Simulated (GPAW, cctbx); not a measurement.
## Na3LiCl4: deformation density and structure factors from DFT

Question: by how much does bonding change the structure factors of Na3LiCl4?

The cell is our own: ordered rocksalt alloy in the eight-atom cube, 1 of 4 Na sites given to Li. All numbers below are calculated.

### 1. Find the equilibrium geometry

The density hangs on the geometry, so cell and atoms are relaxed first, with the symmetry held. The cutoff is set higher than for the density because stress converges slowly with plane waves.

Settings: GPAW 26.7.0, PBE, 650 eV, 4×4×4 k-points, Fermi–Dirac width 0.02 eV, BFGS to 0.02 eV/Å.

```text
cell
1.0
     5.562500000    0.000000000    0.000000000
     0.000000000    5.562500000    0.000000000
     0.000000000    0.000000000    5.562500000
Li Cl Na
1 4 3
Direct
0.000000000 0.000000000 0.000000000
0.500000000 0.000000000 0.000000000
0.500000000 0.500000000 0.500000000
0.000000000 0.000000000 0.500000000
0.000000000 0.500000000 0.000000000
0.000000000 0.500000000 0.500000000
0.500000000 0.000000000 0.500000000
0.500000000 0.500000000 0.000000000
```

```console
$ OMP_NUM_THREADS=1 mpirun -n 4 gpaw python run.py > gpaw.log
```

```text
BFGS:    0      -27.477780        0.039566
BFGS:    1      -27.477847        0.038324
BFGS:    2      -27.479670        0.015671
cell  5.5750 5.5750 5.5750  90.00 90.00 90.00
volume 173.278 A^3, largest force 0.000 eV/A, largest stress 0.12 GPa
```

After 2 steps the volume has changed by +0.7 % and the energy by -0.002 eV; the largest stress left is 0.12 GPa. It took 53 s on 4 cores of Arm Neoverse N1 (shared host), peak memory 0.95 GiB.

Relaxed structure: Pm-3m (no. 221), a = 5.5750 Å, b = 5.5750 Å, c = 5.5750 Å, α = 90.00°, β = 90.00°, γ = 90.00°.

| atom | mult. | x | y | z |
| --- | --- | --- | --- | --- |
| Cl1 | 3 | 1/2 | 0 | 0 |
| Cl2 | 1 | 1/2 | 1/2 | 1/2 |
| Na1 | 3 | 0 | 1/2 | 1/2 |
| Li1 | 1 | 0 | 0 | 0 |

### 2. Density and charge transfer

X-rays see the whole electron density, so the PAW density is rebuilt with its core regions. Subtracting spherical free atoms from the same code cancels the cores and leaves the deformation density Δρ, the part due to bonding.

Settings: PBE, 600 eV, 4×4×4 k-points, Fermi–Dirac width 0.02 eV; primitive cell of 8 atoms.

```console
$ OMP_NUM_THREADS=1 mpirun -n 4 gpaw python run.py > gpaw.log
```

```text
|iter:   1|       0s |  -27.641381 | -0.75 |       |
|iter:   2|       1s |  -27.593128 | -2.55 | -1.30 |
|iter:   3|       2s |  -27.442802 | -1.96 | -1.34 |
...
|iter:   6|       6s |  -27.471030c| -5.42 | -3.27 |
|iter:   7|       8s |  -27.471047c| -6.55 | -3.71 |
|iter:   8|       9s |  -27.471047c| -8.00c| -4.76c|
```

```text
grid (64, 64, 64)  electrons 104.000  moved by bonding 1.225 e
deformation density beyond 0.5 A of the nuclei: max 0.052, min -0.020 e/A^3
atom        x       y       z   Voronoi charge  moment
Cl1    0.5000  0.0000  0.0000     -0.236       0.00
Cl2    0.5000  0.5000  0.5000     -0.254       0.00
Cl3    0.0000  0.0000  0.5000     -0.236       0.00
Cl4    0.0000  0.5000  0.0000     -0.236       0.00
Na5    0.0000  0.5000  0.5000      0.246       0.00
Na6    0.5000  0.0000  0.5000      0.246       0.00
Na7    0.5000  0.5000  0.0000      0.246       0.00
Li8    0.0000  0.0000  0.0000      0.223       0.00
mean inner potential of superposed free atoms 10.250 V
total magnetic moment 0.000 muB
```

Deformation density in a plane through the shortest contact of the Cl atom at the origin, in 0.01 e/Å³ (clipped at ±99); x from -1.6 to 4.4 Å, y from 2.4 down to -2.4 Å:

```text
  2   0  -2  -1   .  -1  -2   0   2   4   1   .   1   4   2   0
  1  -1  -2  -2  -1  -2  -2  -1   1   3   4   5   4   3   1  -1
 -1  -1  -1   0   0   0  -1  -1  -1   1   2   3   2   1  -1  -1
 -1  -1   1   2   3   2   1  -1  -1  -1   0   0   0  -1  -1  -1
 -1   1   3   4   5   5   3   1  -1  -2  -2  -1  -2  -2  -1   1
  0   2   4   2   .   2   5   2   0  -2  -1   .  -1  -2   0   2
  0   3   5   .   .   .   5   3   0  -1   .   .   .  -1   0   3
  0   2   4   2   .   2   5   2   0  -2  -1   .  -1  -2   0   2
 -1   1   3   4   5   5   3   1  -1  -2  -2  -1  -2  -2  -1   1
 -1  -1   1   2   3   2   1  -1  -1  -1   0   0   0  -1  -1  -1
 -1  -1  -1   0   0   0  -1  -1  -1   1   2   3   2   1  -1  -1
  1  -1  -2  -2  -1  -2  -2  -1   1   3   4   5   4   3   1  -1
  2   0  -2  -1   .  -1  -2   0   2   4   1   .   1   4   2   0
```

Atoms in or within 0.15 Å of the plane: Cl (0.0, 0.0), Na (2.8, 0.0) Å. Dots mark points within about 0.45 Å of a nucleus; large values next to them are atomic features.

Cl gains most (-0.24 e) and Na loses most (+0.25 e), in averages over each element's sites, as electronegativity suggests. Such charges fall far short of formal ones, since overlapping free atoms already put density on their neighbours. Along the shortest contact from the Cl atom at the map's origin, Cl–Na at 2.79 Å, Δρ is +0.01 e/Å³ at the midpoint and highest, +0.05, 0.87 Å from Cl (points within 0.5 Å of a nucleus left out): little piles up between the atoms, as in an ionic contact (the run has a band gap). At the midpoints of other shortest contacts it is +0.02 (Cl–Li, 2.79 Å) e/Å³. Point values carry grid noise of about 0.01 e/Å³. The run needed 8 iterations, 20 s.

### 3. From the density to structure factors

The Fourier components of Δρ, added to those of the free atoms, give the static X-ray structure factors; the Mott–Bethe relation turns them into the Fourier components V of the potential that fast electrons feel.

```text
static structure factors of the conventional cell: F in electrons, V (Mott-Bethe) in volts
   h  k  l      d  |F| table  |F| free   |F| DFT   change   |V| free  |V| DFT  change %
   0  1  0  5.5750     7.619     7.632     7.637    0.006     0.303    0.298     -1.6
   0  1  1  3.9421     7.325     7.334     7.319   -0.015     0.274    0.280      2.2
   1  1  1  3.2187    24.942    25.001    25.755    0.753     1.918    1.711    -10.8
   0  2  0  2.7875    78.193    78.170    78.691    0.521     5.309    5.202     -2.0
   0  2  1  2.4932     6.592     6.565     6.573    0.008     0.236    0.235     -0.6
   1  2  1  2.2760     6.368     6.337     6.332   -0.004     0.228    0.228      0.3
   0  2  2  1.9711    66.514    66.470    66.377   -0.093     3.857    3.867      0.2
   1  2  2  1.8583     5.758     5.726     5.734    0.008     0.208    0.207     -0.4
   0  3  0  1.8583     5.758     5.726     5.767    0.041     0.208    0.204     -1.8
   0  3  1  1.7630     5.575     5.544     5.572    0.028     0.202    0.200     -1.1
   1  3  1  1.6809    16.215    16.416    16.181   -0.235     1.165    1.182      1.5
   2  2  2  1.6094    59.203    59.165    58.963   -0.202     3.072    3.086      0.5
   0  3  2  1.5462     5.081     5.057     5.084    0.027     0.186    0.184     -0.9
   1  3  2  1.4900     4.933     4.911     4.929    0.018     0.181    0.180     -0.6
```

The largest X-ray change is +0.75 e on 111, 3.0 % of |F|. For electrons V goes as (Z − F)/g², so a change of F counts against Z − F, which is small at low angle and wherever the atoms' terms cancel: |V| of 111 moves by -10.8 % (1.92 to 1.71 V) against +3.0 % in |F|. The tabulated Hartree–Fock atoms differ from the free DFT atoms by up to 0.20 e, so the choice of reference atom matters too.

### 4. Answer

Bonding moves 1.23 e in the primitive cell of Na3LiCl4 and changes the structure factors of the conventional cell in the table above by at most 0.75 e (111, 3.0 %). The shortest bond, Cl–Na, has Δρ = +0.01 e/Å³ at its midpoint, which with the charge transfer marks a mainly ionic contact. Limits: static density, frozen cores, no spin–orbit coupling.

[Outputs are excerpts: Python notices, other lines and further rows are left out; steps that failed or that the build refused (PBEsol, TPSS) are not shown.]

[Logs are printed without paths, hosts, clocks, repeated set-up lines and the standing remarks that a program may print on its own settings, such as how far it seeks lower states.]
